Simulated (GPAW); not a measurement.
# Band edges of 6 MA2Z4 monolayers below the vacuum level

Where do the band edges of these layers lie against the vacuum, how would they line up in contact, and how far do functional and basis move them?

Set-up. GPAW 26.7.0 with PAW setups. Cells and atoms relaxed with plane waves and PBE; single points at that geometry with a dipole layer: plane waves (PBE, LDA) and dzp orbitals (PBE). IE and EA are the highest filled and lowest empty Kohn-Sham levels on the mesh below the vacuum level of the upper face; the step is the upper less the lower vacuum level.

Results:

```tsv
layer	a (Å)	IE	EA	IE LDA	EA LDA	IE dzp	step
MoGe2N4	2.982	5.81	4.47	6.17	4.82	5.80	0.00
MoSi2N4	2.874	5.63	3.46	5.98	3.80	5.60	−0.01
WGe2P4	3.541	5.39	4.75	5.59	4.98	5.15	+0.01
WSi2P4	3.464	5.25	4.39	5.48	4.63	5.03	−0.01
MoSi2As4	3.611	4.97	4.21	5.23	4.47	4.76	0.00
WGe2As4	3.686	4.90	4.32	5.14	4.59	4.66	−0.02
```

What this shows: The ionisation energy runs from 5.81 eV (MoGe2N4) to 4.90 eV (WGe2As4), and the gap on the mesh, IE − EA, from 0.58 eV (WGe2As4) to 2.17 eV (MoSi2N4). LDA changes IE by +0.20 to +0.36 eV and the gap by −0.03 to +0.01 eV; the orbital basis changes IE by −0.24 to −0.01 eV. By Anderson's rule, MoGe2N4 beside WGe2As4 has a valence offset of 5.81 − 4.90 = 0.91 eV and a conduction offset of 4.47 − 4.32 = 0.15 eV, a staggered (type II) line-up, though by a margin inside the error of semilocal gaps.

Caveats: Energies are in eV, PBE unless marked. Semilocal gaps are too small, edges off the mesh are missed, and spin-orbit coupling is left out; stability of the layers wasn't tested. Anderson's rule ignores the charge that moves at a real contact. These layers come in several stackings of their seven planes; the one built here need not be the synthesised one, whose lattice and gap differ.

[Logs are printed without paths, hosts, clocks, repeated set-up lines and the standing remarks that a program may print on its own settings, such as how far it seeks lower states.]
